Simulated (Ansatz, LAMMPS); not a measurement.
# Glassy 64SiO2-28Al2O3-4SrO-4Li2O (mol %) (88 atoms) under strain: runs compared

Aim: relax glassy 64SiO2-28Al2O3-4SrO-4Li2O (mol %) (88 atoms), then change its volume and shape to read moduli from the stress.

Computed with Ansatz 0.2.0: Kohn-Sham DFT, PBE, PAW (set soft_2), plane waves.

## 1. The cell as built

The cell holds 88 atoms: 16 Si, 14 Al, 1 Sr, 2 Li and 55 O. Cell: a = 10.277 Å, b = 10.277 Å, c = 10.277 Å, α = 90.0°, β = 90.0°, γ = 90.0°. 88 atoms (16 Si, 14 Al, 1 Sr, 2 Li, 55 O) placed at random at 2.58 g/cm³, melted at 4000 K for 10 ps at fixed volume with the Morse and Coulomb pair potential with partial charges (Pedone, Malavasi, Menziani, Cormack and Segre, J. Phys. Chem. B 110, 11780 (2006)). Quenched from 4000 K to 300 K at 200 K/ps and fixed volume, held 10 ps at zero pressure.

Limits known from the start: The quench rate of 200 K/ps is many orders above laboratory rates, so the cell is likely richer in defects and strain than a real sample. The network of bonds at the start is that of the classical potential that made the cell, and needn't be the one that DFT or experiment would give. The Brillouin zone is sampled at Γ only.

## 2. The reference run

The reference is a single point at the end of the relaxation.

Every strained cell starts from the geometry of this run, and its atoms are relaxed with the cell held.

Its input, with most atom lines left out:

```yaml
crystal:
  lattice:
    - [10.08106, -0.02037, -0.13569]
    - [-0.02037, 10.51302, 0.35649]
    - [-0.13569, 0.35649, 10.73926]
  atoms:
    - { symbol: Si, position: [0.75678, 0.17432, 0.7337] }
    - { symbol: Si, position: [0.61024, 0.59423, 0.80686] }
    - { symbol: Si, position: [0.41461, 0.43685, 0.2237] }
    - { symbol: Si, position: [0.62188, 0.23707, 0.2034] }
    - { symbol: Si, position: [0.87703, 0.12802, 0.2909] }
    - { symbol: Si, position: [0.36608, 0.45646, 0.71629] }
    - { symbol: Si, position: [0.23186, 0.44685, 0.97274] }
    [... atom lines 8 to 88 left out ...]
kpoints:
  mp_grid: { grid: [1, 1, 1] }
hamiltonian:
  xc: pbe
scf:
  occupations: { method: fermi_dirac, width: 0.05 }
output:
  forces: true
  stress: true
  populations: intrinsic
  dos:
    method: { smearing: { sigma: 0.08 } }
    de: 0.1
    projected: { site_lists: { Al: [Al], Li: [Li], O: [O], Si: [Si], Sr: [Sr] } }
  eigenvalues: true
  write_density: true
  write_potential: true
  volumetric_format: npy
  elf: true
```

| Quantity | Value |
| --- | --- |
| free energy per atom | -601.9034 eV/atom |
| r.m.s. force component | 0.00542 eV/Å |
| pressure | 0.01049 GPa |

Filled and empty levels are parted by 4.15 eV (at Γ alone); a semilocal functional tends to put such gaps too low. In a disordered cell it changes from sample to sample, and tail or defect levels can set it.

## 3. The runs

Each row is one run, on 4 threads of Intel Xeon Platinum 8488C (Sapphire Rapids), shared host. The free energy is the program's total, comparable only between runs with the same functional, potentials and atoms.

```tsv
run	atoms	outcome	ionic steps, all passes	free energy (eV)	time	host memory (GiB)
Single point at the start	88	converged	-	-52958.062	9.8 s	1.4
Cell and atoms relaxed	88	converged	48	-52967.502	5.2 min	1.4
Single point at the relaxed geometry	88	converged	-	-52967.502	11 s	1.4
Volume -3 %	88	converged	7	-52967.275	51 s	1.4
Volume +3 %	88	converged	9	-52967.293	66 s	1.5
Volume -6 %	88	converged	10	-52966.585	68 s	1.4
Volume +6 %	88	converged	23	-52967.271	3.1 min	1.5
Volume -10 %	88	converged	27	-52965.234	3.1 min	1.4
Stretched by 1 % along x	88	converged	5	-52967.445	35 s	1.4
Compressed by 1 % along x	88	converged	5	-52967.446	40 s	1.4
Sheared by 2 % in xy	88	converged	6	-52967.436	48 s	1.5
```

In some runs the program notes that the SCF threshold is loose for the stress.

## 4. Pressure against volume

Atoms are relaxed at each volume, in the scaled cell.

```tsv
volume change (%)	volume (Å³/atom)	energy change (meV/atom)	pressure (GPa)	largest move on relaxing (Å)	bonds	gap (eV)
-10	11.625	25.77	6.18	1.46	136	4.29
-6	12.142	10.41	4.37	0.25	138	4.32
-3	12.529	2.57	2.18	0.09	138	4.25
+0	12.917	0.00	0.01	-	137	4.15
+3	13.305	2.37	-1.95	0.10	137	4.05
+6	13.692	2.62	-3.04	1.10	137	4.00
```

## 5. Uniaxial strain and shear

Stress (GPa, compression positive) less that of the relaxed cell, atoms relaxed:

```tsv
strain	xx	yy	zz	xy	energy change (meV/atom)
stretched by 1 % along x	-1.506	-0.429	-0.403	0.112	0.65
compressed by 1 % along x	1.500	0.428	0.405	-0.121	0.63
sheared by 2 % in xy	0.220	0.141	0.055	-0.927	0.75
```

## 6. What came out

The bulk modulus, from the slope of pressure against ln V over the three points nearest the relaxed volume, is 68.8 GPa; between neighbouring points the slope runs 42, 70, 71, 66 and 38 GPa from the smallest volume up, without a steady fall, so no pressure derivative is given, and the cell yields more easily when compressed beyond -6 %. The count of bonds runs from 136 to 138 over the series, so at some points contacts cross the cutoffs. At -10 % and +6 % some atom moved by over 0.5 Å on relaxing, so those points may sit in another local minimum. The gap goes from 4.29 eV at the smallest volume to 4.00 eV at the largest, -2.1 eV per unit of ln V by a straight line, not monotonically (lowest 4.00, highest 4.32 eV), on the run's k-points. In the Cartesian axes of the cell, finite differences give C11 = 150, C12 = 42.9, C13 = 40.4 and C66 = 46.4 GPa (the shear of 2 % is the engineering strain, εxy = 0.01). The mean of C11, C12 and C13, which equals the bulk modulus in a cubic or isotropic solid, is 77.9 GPa: it lies 13 % over the bulk modulus from the volumes. For an isotropic solid C66 would equal (C11 − C12)/2 = 53.7 GPa; so small a sample needn't be isotropic, and C66 rests on one shear. With the bulk modulus and C66 as K and G, Young's modulus would be about 114 GPa and Poisson's ratio 0.22.

Caveats: Strains are finite and relaxations stop at the force tolerance of the input, which can leave moduli too stiff; they are those of a static cell at zero temperature. Volumes are changed with the cell's shape held, so in an anisotropic solid the modulus lies over the one under free hydrostatic load. The program notes that the SCF threshold of the relaxations is loose for the stress.

The DFT runs together took 17 min of wall time.

[Logs are printed without paths, hosts, clocks, repeated set-up lines and the standing remarks that a program may print on its own settings, such as how far it seeks lower states.]

[Hosts, paths, dates, database ids (printed as entryN), source tags and the programs' standing remarks are cut or masked in the printed files.]
